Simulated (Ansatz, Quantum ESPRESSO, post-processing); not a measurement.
# MgS(001): dielectric constant from slabs in a field, part 5 of 7

Aim: the dielectric constant along the normal from slabs of two thicknesses in a field, starting with MgS(001), 5 layers.

Quantum ESPRESSO 7.5; plane-wave DFT, PBE, GBRV ultrasoft pseudopotentials; geometry by Ansatz 0.2.0 with PAW datasets.

So far. Step 6 (Electrostatic potential, 5 layers): The slope in the vacuum is 0.100 eV/Å for an applied 0.10 V/Å, as it should be. Step 7 (Clamped-ion dielectric constant from the field inside …): ε = 0.1000 / 0.0183 = 5.46.

## Step 10: Relaxing the ions, 5 layers: ions relaxed in a field of 0.1 V/Å

Then it is relaxed in the field: cations and anions move against each other.

n5.r1.in reads:

```
&control
  prefix = 'n5.r1'
  outdir = './out'
  pseudo_dir = './pseudo'
  nstep = 30
  forc_conv_thr = 5e-05
  calculation = 'relax'
  tefield = .true.
  dipfield = .true.
  etot_conv_thr = 1e-07
/
&system
  ibrav = 0
  nat = 10
  ntyp = 2
  ecutwfc = 40
  ecutrho = 200
  occupations = 'fixed'
  edir = 3
  emaxpos = 0.97
  eopreg = 0.04
  eamp = 0.00194469
/
&electrons
  conv_thr = 1e-10
  mixing_beta = 0.5
  electron_maxstep = 120
/
&ions
/
ATOMIC_SPECIES
  Mg  24.3050  mg_pbe_v1.4.uspp.F.UPF
  S   32.0600  s_pbe_v1.4.uspp.F.UPF
CELL_PARAMETERS angstrom
  3.69816846560000 0.00000000000000 0.00000000000000
  0.00000000000000 3.69816846560000 0.00000000000000
  0.00000000000000 0.00000000000000 26.46000000000000
ATOMIC_POSITIONS crystal
  Mg  -0.000000000000 0.000000000000 0.307062494008
  S   0.500000000000 0.500000000000 0.299543126174
  Mg  0.500000000000 0.500000000000 0.399245262522
  S   -0.000000000000 0.000000000000 0.402016498469
  Mg  -0.000000000000 0.000000000000 0.500000002397
  S   0.500000000000 0.500000000000 0.499999995728
  Mg  0.500000000000 0.500000000000 0.600754743960
  S   0.000000000000 0.000000000000 0.597983497093
  Mg  0.000000000000 0.000000000000 0.692937510246
  S   0.500000000000 0.500000000000 0.700456869403
K_POINTS automatic
  6 6 1 0 0 0
```

Started as:

```bash
OMP_NUM_THREADS=1 mpirun -n 8 pw.x -nk 2 -in n5.r1.in > n5.r1.out
```

Numbers of over 12 decimals in the logs are rounded to 6 here.

Output:

```text
[banner, memory and clock lines left out]
Program PWSCF v.7.5 starts
[citation notice left out]

[...]
bravais-lattice index     =            0
     lattice parameter (alat)  =       6.9885  a.u.
     unit-cell volume          =    2442.0796 (a.u.)^3
     number of atoms/cell      =           10
     number of atomic types    =            2
     number of electrons       =        80.00
     number of Kohn-Sham states=           40
     kinetic-energy cutoff     =      40.0000  Ry
     charge density cutoff     =     200.0000  Ry
     scf convergence threshold =      1.0E-10
     mixing beta               =       0.5000
     number of iterations used =            8  plain     mixing
     energy convergence thresh.=      1.0E-07
     force convergence thresh. =      5.0E-05
     Exchange-correlation=  SLA  PW   PBX  PBC
                           (   1   4   3   4   0   0   0)
     nstep                     =           30

[...]
PseudoPot. # 1 for Mg read from file:
     ./pseudo/mg_pbe_v1.4.uspp.F.UPF
     Pseudo is Ultrasoft, Zval = 10.0
     Generated by new atomic code, or converted to UPF format
     Using radial grid of  821 points,  7 beta functions with:
                l(1) =   0
                l(2) =   0
                l(3) =   0
                l(4) =   1
                l(5) =   1
                l(6) =   2
                l(7) =   2
     Q(r) pseudized with  8 coefficients,  rinner =    1.200   1.200   1.200
                                                       1.200   1.200

     PseudoPot. # 2 for S  read from file:
     ./pseudo/s_pbe_v1.4.uspp.F.UPF
     Pseudo is Ultrasoft + core correction, Zval =  6.0
     Generated by new atomic code, or converted to UPF format
     Using radial grid of  907 points,  6 beta functions with:
                l(1) =   0
                l(2) =   0
                l(3) =   1
                l(4) =   1
                l(5) =   2
                l(6) =   2
     Q(r) pseudized with  8 coefficients,  rinner =    1.300   1.300   1.300
                                                       1.300   1.300

     atomic species   valence    mass     pseudopotential
     Mg               10.00    24.30500     Mg( 1.00)
     S                 6.00    32.06000     S ( 1.00)

     No symmetry found

[...]
number of k points=    20
[...]
Dense  grid:   116705 G-vectors     FFT dimensions: (  32,  32, 225)

     Smooth grid:    83325 G-vectors     FFT dimensions: (  30,  30, 216)

     Initial potential from superposition of free atoms

     starting charge      78.4987, renormalised to      80.0000

     negative rho (up, down):  7.543E-04 0.000E+00

     Adding external electric field

     Computed dipole along edir(3) :
        Dipole                0.0000 Ry au,          0.0000 Debye
        Dipole field          0.0000 Ry au,

        E field amplitude [Ha a.u.]:  1.9447E-03
        Potential amp.        0.1867 Ry
        Total length         48.0021 bohr

     Starting wfcs are   45 randomized atomic wfcs

     per-process dynamical memory:    48.6 Mb

     Self-consistent Calculation

     iteration #  1     ecut=    40.00 Ry     beta= 0.50
     Davidson diagonalization with overlap
     ethr =  1.00E-02,  avg # of iterations =  2.0

     negative rho (up, down):  2.665E-04 0.000E+00

     Adding external electric field

     Computed dipole along edir(3) :
        Dipole                0.2582 Ry au,          0.6563 Debye
        Dipole field          0.0013 Ry au,

        E field amplitude [Ha a.u.]:  1.9447E-03
        Potential amp.        0.0591 Ry
        Total length         48.0021 bohr

     total energy              =    -747.88235402 Ry
     estimated scf accuracy    <       1.01759477 Ry

     iteration #  2     ecut=    40.00 Ry     beta= 0.50
[...]
negative rho (up, down):  1.508E-04 0.000E+00

[...]
Dipole                0.0398 Ry au,          0.1011 Debye
[...]
E field amplitude [Ha a.u.]:  1.9447E-03
[...]
total energy              =    -748.11389981 Ry
     estimated scf accuracy    <       0.06185860 Ry

     iteration #  3     ecut=    40.00 Ry     beta= 0.50
[...]
negative rho (up, down):  1.141E-04 0.000E+00

[...]
Dipole                0.3004 Ry au,          0.7636 Debye
[...]
E field amplitude [Ha a.u.]:  1.9447E-03
[...]
total energy              =    -748.11615606 Ry
     estimated scf accuracy    <       0.01321161 Ry

     iteration #  4     ecut=    40.00 Ry     beta= 0.50
[...]
negative rho (up, down):  9.546E-05 0.000E+00

[...]
Dipole                0.1125 Ry au,          0.2859 Debye
[...]
E field amplitude [Ha a.u.]:  1.9447E-03
[...]
total energy              =    -748.11640007 Ry
     estimated scf accuracy    <       0.00707788 Ry

     iteration #  5     ecut=    40.00 Ry     beta= 0.50
[...]
negative rho (up, down):  8.501E-05 0.000E+00

[...]
Dipole                0.1507 Ry au,          0.3832 Debye
[...]
E field amplitude [Ha a.u.]:  1.9447E-03
[...]
total energy              =    -748.11780727 Ry
     estimated scf accuracy    <       0.00083223 Ry

     iteration #  6     ecut=    40.00 Ry     beta= 0.50
[...]
negative rho (up, down):  7.968E-05 0.000E+00

[...]
Dipole                0.1697 Ry au,          0.4314 Debye
[...]
E field amplitude [Ha a.u.]:  1.9447E-03
[...]
total energy              =    -748.11789623 Ry
     estimated scf accuracy    <       0.00008335 Ry

[...]
iteration # 12     ecut=    40.00 Ry     beta= 0.50
[...]
negative rho (up, down):  7.308E-05 0.000E+00

[...]
Dipole                0.1605 Ry au,          0.4079 Debye
[...]
E field amplitude [Ha a.u.]:  1.9447E-03
[...]
End of self-consistent calculation

          k = 0.0000 0.0000 0.0000 ( 10313 PWs)   bands (ev):

   -74.8286 -74.6586 -74.5120 -74.4227 -74.4126 -41.6270 -41.5741 -41.5741
   -41.4579 -41.4037 -41.4037 -41.2814 -41.2814 -41.2682 -41.1942 -41.1851
   -41.1851 -41.1820 -41.1820 -41.1685 -12.1917 -11.8853 -11.3043 -10.9748
   -10.7179  -3.5823  -2.9319  -1.7858  -1.2598  -1.2598  -0.9663  -0.9663
    -0.9134  -0.4396  -0.4396  -0.1175  -0.1066  -0.1066   0.1967   0.1967

          k = 0.0000 0.1667 0.0000 ( 10364 PWs)   bands (ev):

   -74.8285 -74.6586 -74.5120 -74.4227 -74.4125 -41.6269 -41.5749 -41.5741
   -41.4579 -41.4045 -41.4037 -41.2822 -41.2813 -41.2681 -41.1942 -41.1859
   -41.1850 -41.1827 -41.1819 -41.1685 -12.0253 -11.7394 -11.1845 -10.8929
   -10.6754  -3.4717  -3.1129  -2.4552  -2.1382  -1.4937  -1.4649  -1.1241
    -0.9722  -0.8530  -0.7340  -0.3571  -0.1641  -0.0659   0.0389   0.1879

[...]
highest occupied level (ev):     0.1967

!    total energy              =    -748.11792862 Ry
     estimated scf accuracy    <          2.8E-11 Ry

     The total energy is the sum of the following terms:
     one-electron contribution =   -4148.12666948 Ry
     hartree contribution      =    2065.78209930 Ry
     xc contribution           =    -127.23901129 Ry
     ewald contribution        =    1461.46614471 Ry
     electric field correction =      -0.00049187 Ry

     convergence has been achieved in  15 iterations

     negative rho (up, down):  7.296E-05 0.000E+00

     Forces acting on atoms (cartesian axes, Ry/au):

     atom    1 type  1   force =    -0.00000000   -0.00000001    0.00163084
     atom    2 type  2   force =    -0.00000002    0.00000000   -0.00130675
     atom    3 type  1   force =     0.00000001   -0.00000002    0.00168188
     atom    4 type  2   force =    -0.00000000    0.00000000   -0.00160571
     atom    5 type  1   force =    -0.00000002    0.00000001    0.00166832
     atom    6 type  2   force =     0.00000000    0.00000000   -0.00168773
     atom    7 type  1   force =     0.00000002    0.00000002    0.00161783
     atom    8 type  2   force =    -0.00000001    0.00000000   -0.00168298
     atom    9 type  1   force =     0.00000002   -0.00000002    0.00129550
     atom   10 type  2   force =     0.00000001    0.00000002   -0.00161121

     Total force =     0.005013     Total SCF correction =     0.000022

     BFGS Geometry Optimization
     Energy error            =      2.5E-05 Ry
     Gradient error          =      1.7E-03 Ry/Bohr

     number of scf cycles    =   1
     number of bfgs steps    =   0

     energy             new  =    -748.1179286216 Ry

     new trust radius        =       0.0016877327 bohr
     new conv_thr            =            1.0E-10 Ry

ATOMIC_POSITIONS (crystal)
Mg              -0.0000000002       -0.0000000014        0.3070951094
S                0.4999999972        0.5000000005        0.2995169924
Mg               0.5000000008        0.4999999965        0.3992788987
S               -0.0000000004        0.0000000001        0.4019843857
Mg              -0.0000000033        0.0000000010        0.5000333675
S                0.5000000001        0.5000000005        0.4999662425
Mg               0.5000000032        0.5000000032        0.6007870991
S               -0.0000000014        0.0000000002        0.5979498390
Mg               0.0000000023       -0.0000000029        0.6929634191
S                0.5000000016        0.5000000022        0.7004246465

[...]
NEW-OLD atomic charge density approx. for the potential

     negative rho (up, down):  7.351E-05 0.000E+00

     Adding external electric field

     Computed dipole along edir(3) :
        Dipole                0.1629 Ry au,          0.4142 Debye
        Dipole field          0.0008 Ry au,

        E field amplitude [Ha a.u.]:  1.9447E-03
        Potential amp.        0.1062 Ry
        Total length         48.0021 bohr

     per-process dynamical memory:    55.0 Mb

[...]
!    total energy              =    -748.11795012 Ry
[...]
Total force =     0.003567     Total SCF correction =     0.000016
[...]
number of bfgs steps    =   1
[...]
energy             new  =    -748.1179501224 Ry
[...]
new trust radius        =       0.0018565060 bohr
[...]
!    total energy              =    -748.11796456 Ry
[...]
Total force =     0.002173     Total SCF correction =     0.000012
[...]
number of bfgs steps    =   2
[...]
energy             new  =    -748.1179645621 Ry
[...]
new trust radius        =       0.0027847590 bohr
[...]
!    total energy              =    -748.11797313 Ry
[...]
Total force =     0.000770     Total SCF correction =     0.000007
[...]
number of bfgs steps    =   3
[...]
energy             new  =    -748.1179731300 Ry
[...]
new trust radius        =       0.0011863239 bohr
[...]
!    total energy              =    -748.11797401 Ry
[...]
!    total energy              =    -748.11797643 Ry
[...]
Total force =     0.000173     Total SCF correction =     0.000003
[...]
number of bfgs steps    =  13
[...]
energy             new  =    -748.1179764284 Ry
[...]
new trust radius        =       0.0003429143 bohr
[...]
Self-consistent Calculation

     iteration #  1     ecut=    40.00 Ry     beta= 0.50
     Davidson diagonalization with overlap
     ethr =  1.00E-06,  avg # of iterations =  2.0

     Threshold (ethr) on eigenvalues was too large:
     Diagonalizing with lowered threshold

     Davidson diagonalization with overlap
     ethr =  6.07E-11,  avg # of iterations =  5.0

     negative rho (up, down):  7.312E-05 0.000E+00

     Adding external electric field

     Computed dipole along edir(3) :
        Dipole                0.1849 Ry au,          0.4699 Debye
        Dipole field          0.0010 Ry au,

        E field amplitude [Ha a.u.]:  1.9447E-03
        Potential amp.        0.0954 Ry
        Total length         48.0021 bohr

     total energy              =    -748.11797645 Ry
     estimated scf accuracy    <       0.00000008 Ry

[...]
iteration #  7     ecut=    40.00 Ry     beta= 0.50
[...]
negative rho (up, down):  7.305E-05 0.000E+00

[...]
Dipole                0.1843 Ry au,          0.4683 Debye
[...]
E field amplitude [Ha a.u.]:  1.9447E-03
[...]
End of self-consistent calculation

          k = 0.0000 0.0000 0.0000 ( 10313 PWs)   bands (ev):

   -74.7654 -74.7241 -74.4819 -74.4431 -74.4226 -41.5640 -41.5232 -41.5110
   -41.5110 -41.4692 -41.4692 -41.2514 -41.2514 -41.2380 -41.2127 -41.2127
   -41.1994 -41.1938 -41.1850 -41.1850 -12.1899 -11.8923 -11.2997 -10.9730
   -10.7332  -3.5831  -2.9366  -1.7865  -1.2572  -1.2572  -0.9729  -0.9729
    -0.9157  -0.4349  -0.4349  -0.1250  -0.1090  -0.1090   0.1859   0.1859

          k = 0.0000 0.1667 0.0000 ( 10364 PWs)   bands (ev):

   -74.7654 -74.7240 -74.4819 -74.4431 -74.4226 -41.5640 -41.5231 -41.5118
   -41.5110 -41.4699 -41.4691 -41.2522 -41.2513 -41.2379 -41.2135 -41.2126
   -41.1993 -41.1938 -41.1858 -41.1850 -12.0231 -11.7468 -11.1788 -10.8882
   -10.6949  -3.4719  -3.1182  -2.4552  -2.1422  -1.4855  -1.4722  -1.1209
    -0.9776  -0.8602  -0.7365  -0.3508  -0.1643  -0.0673   0.0286   0.1743

[...]
-10.65
```

Wall time 7.3 min (8 MPI ranks of Arm Neoverse V2, shared host); peak memory 1.1 GiB.

Numbers from this step:

```
free energy                    : -10178.6636 eV
dipole along the normal        : 0.09743 e·Å
valence top, on the run's zero : 0.186 eV
```

Against the field-free geometry the cations move by +0.0031 Å and the anions by -0.0031 Å along the field, on average.

## Step 11: Potential by pp.x, 5 layers

n5.r1.pot.in reads:

```
&inputpp
  prefix = 'n5.r1'
  outdir = './out'
  filplot = 'n5.r1.pot.dat'
  plot_num = 11
/
```

Started as:

```bash
OMP_NUM_THREADS=1 mpirun -n 8 pp.x -in n5.r1.pot.in > n5.r1.pot.out
```

Run time: 0.93 s. Hardware: 8 MPI ranks; peak memory 0.12 GiB; 6.6 s of CPU time.

Numbers from this step:

```
slope of the potential above                                          : 0.1001 eV/Å
upper vacuum line continued to the top atoms, over the valence top    : 5.403 eV
slope of the potential below                                          : 0.09994 eV/Å
lower vacuum line continued to the bottom atoms, over the valence top : 5.632 eV
```

The slope in the vacuum is 0.100 eV/Å for an applied 0.10 V/Å, as it should be.

## Step 12: Relaxed-ion response of the slab in a field, 5 layers

Numbers from this step:

```
polarisability a cell      : 14.04 Å³
sheet polarisability 4πα/A : 12.90 Å
change of slope inside     : 0.009473 eV/Å
dielectric constant        : 10.56
```

Running mean over one layer period, set to zero at the slab's centre. The change of the potential energy, second field less first by z:

z (Å), change of the potential energy, second field less first (eV) and a bar from the least value:
```
      0.0     -0.136 ############
      0.5     -0.345 #####
      1.0     -0.496 #
      1.5     -0.525 
      2.0     -0.477 #
      2.5     -0.427 ###
      3.0     -0.377 ####
      3.5     -0.327 ######
      4.0     -0.278 #######
      4.5     -0.228 #########
      5.0     -0.180 ##########
      5.5     -0.136 ############
      6.0     -0.101 #############
      6.5     -0.079 #############
      7.0     -0.051 ##############
      7.5     -0.033 ###############
      8.0     -0.026 ###############
      8.5     -0.021 ###############
      9.0     -0.010 ###############
      9.5     -0.013 ###############
     10.0     -0.020 ###############
     10.5     -0.018 ###############
     11.0     -0.015 ###############
     11.5     -0.015 ###############
     12.0     -0.012 ###############
     12.5     -0.006 ################
     13.0     -0.002 ################
     13.5      0.001 ################
     14.0      0.007 ################
     14.5      0.015 ################
     15.0      0.016 ################
     15.5      0.015 ################
     16.0      0.019 ################
     16.5      0.022 ################
     17.0      0.016 ################
     17.5      0.014 ################
     18.0      0.023 ################
     18.5      0.027 #################
     19.0      0.033 #################
     19.5      0.050 #################
     20.0      0.078 ##################
     20.5      0.103 ###################
     21.0      0.141 ####################
     21.5      0.186 #####################
     22.0      0.234 #######################
     22.5      0.284 ########################
     23.0      0.333 ##########################
     23.5      0.383 ###########################
     24.0      0.433 #############################
     24.5      0.478 ##############################
     25.0      0.432 #############################
     25.5      0.266 ########################
     26.0      0.056 #################
```

With free ions the inner slope is small and wavy, so this ratio hangs on the window of the fit and is not taken as the result.

ε = 0.1000 / 0.0095 = 10.56.

## Step 13: Geometry from Ansatz, 9 layers

Level of this step: plane-wave DFT, PBE, Ansatz PAW (Ansatz 0.2.0).

System of this step: MgS(001), 9 layers. The cell holds 18 atoms: 9 Mg and 9 S. Its edges and angles: a = 3.698 Å, b = 3.698 Å, c = 36.920 Å, α = 90.0°, β = 90.0°, γ = 90.0°. It derives from MgS. Vacuum lies along c.

input.yaml reads:

```yaml
crystal:
  lattice:
    - [3.6981684656, 0.0, 0.0]
    - [0.0, 3.6981684656, 0.0]
    - [0.0, 0.0, 36.92]
  atoms:
    - { symbol: Mg, position: [0.0, 0.0, 0.2166847237] }
    - { symbol: S, position: [0.5, 0.5, 0.2166847237] }
    - { symbol: Mg, position: [0.5, 0.5, 0.2875135428] }
    - { symbol: S, position: [0.0, 0.0, 0.2875135428] }
    - { symbol: Mg, position: [0.0, 0.0, 0.3583423619] }
    - { symbol: S, position: [0.5, 0.5, 0.3583423619] }
    - { symbol: Mg, position: [0.5, 0.5, 0.4291711809] }
    - { symbol: S, position: [0.0, 0.0, 0.4291711809] }
    - { symbol: Mg, position: [0.0, 0.0, 0.5] }
    - { symbol: S, position: [0.5, 0.5, 0.5] }
    - { symbol: Mg, position: [0.5, 0.5, 0.5708288191] }
    - { symbol: S, position: [0.0, 0.0, 0.5708288191] }
    - { symbol: Mg, position: [0.0, 0.0, 0.6416576381] }
    - { symbol: S, position: [0.5, 0.5, 0.6416576381] }
    - { symbol: Mg, position: [0.5, 0.5, 0.7124864572] }
    - { symbol: S, position: [0.0, 0.0, 0.7124864572] }
    - { symbol: Mg, position: [0.0, 0.0, 0.7833152763] }
    - { symbol: S, position: [0.5, 0.5, 0.7833152763] }
kpoints:
  mp_grid: { grid: [6, 6, 1] }
hamiltonian:
  xc: pbe
scf:
  occupations: { method: fixed }
  convergence: { dr2_threshold: 1.0e-09 }
efield:
  axis: 3
  dipole_correction: true
  ramp_position: 0.97
  ramp_width: 0.04
relax:
  f_tol: 0.003
output:
  write_potential: true
  write_density: true
  volumetric_format: npy
```

Started as:

```bash
ansatz run input.yaml --threads 8 --pin off --max-ram 16384MiB --backend cpu --events-out ev --progress --plain --runs-dir out
```

Output:

```text
[...]
Crystal: 18 atoms, lattice volume = 504.935 Å³
Basis set: ecut = 420 eV, 9875 PW (Γ), exchange–correlation on 50×50×500 points (8 copies of the dense FFT grid, shifted against one another)
Bands: 90, of which v1, the nominal top of the filled ones, is band 72 counted from 1 (71 counted from 0)
Symmetry: 8 space group operations
k-points: 10 of 36
[...]
- { symbol: S, position: [0.5, 0.5, 0.500000] }
    - { symbol: Mg, position: [0.5, 0.5, 0.570979] }
    - { symbol: S, position: [0, 0.0, 0.570731] }
    - { symbol: Mg, position: [0, 0.0, 0.641137] }
    - { symbol: S, position: [0.5, 0.5, 0.641902] }
    - { symbol: Mg, position: [0.5, 0.5, 0.714014] }
    - { symbol: S, position: [0, 0.0, 0.711748] }
    - { symbol: Mg, position: [0, 0.0, 0.779820] }
    - { symbol: S, position: [0.5, 0.5, 0.785331] }
[key lines of the parts left out:]
SCF converged after 7 iterations
Free energy (F): -25458.051377 eV
Fermi energy:    1.976827 eV
Dipole field:    D = -0.000000 V/Å  (p = -0.000001 e·Å, saw-weighted, corrected)
Work function:   Φ+ = 5.4459 eV   Φ− = 5.4459 eV
```

Elapsed: 20 s, on 8 threads; peak memory 1.8 GiB; 2.5 min of CPU time.

Step by step:

```csv
step,energy less that of the first step (eV),largest force component (eV/Å)
1,0.0000,0.6451
2,-0.1125,0.2281
3,-0.1297,0.0261
4,-0.1300,0.0019
```

The atoms that moved most (Å):

```csv
atom,dx,dy,dz,length
Mg17,0.000,0.000,-0.129,0.129
Mg1,0.000,0.000,0.129,0.129
S18,0.000,0.000,0.074,0.074
S2,0.000,0.000,-0.074,0.074
Mg3,0.000,0.000,-0.056,0.056
Mg15,0.000,0.000,0.056,0.056
S4,0.000,0.000,0.027,0.027
S16,0.000,0.000,-0.027,0.027
```

The relaxation lowers the energy by 7 meV an atom.

Read from the output:

* free energy: -25458.0514 eV
* gap by band count: 2.687 eV
* dipole along the normal: -5.39e-7 e·Å
* valence top, on the run's zero: 1.977 eV
* vacuum level at the upper face over the valence top of the mesh: 5.446 eV
* vacuum level at the lower face over the valence top of the mesh: 5.446 eV

(Continued in part 6 of 7.)

[Logs are printed without paths, hosts, clocks, repeated set-up lines and the standing remarks that a program may print on its own settings, such as how far it seeks lower states.]

[Hosts, paths, dates, database ids (printed as entryN), source tags and the programs' standing remarks are cut or masked in the printed files.]

[Maps of the electrostatic potential energy from Ansatz leave out the sawtooth potential of an applied field or a dipole correction, so their vacuum need not be flat; planar profiles and work functions include it.]
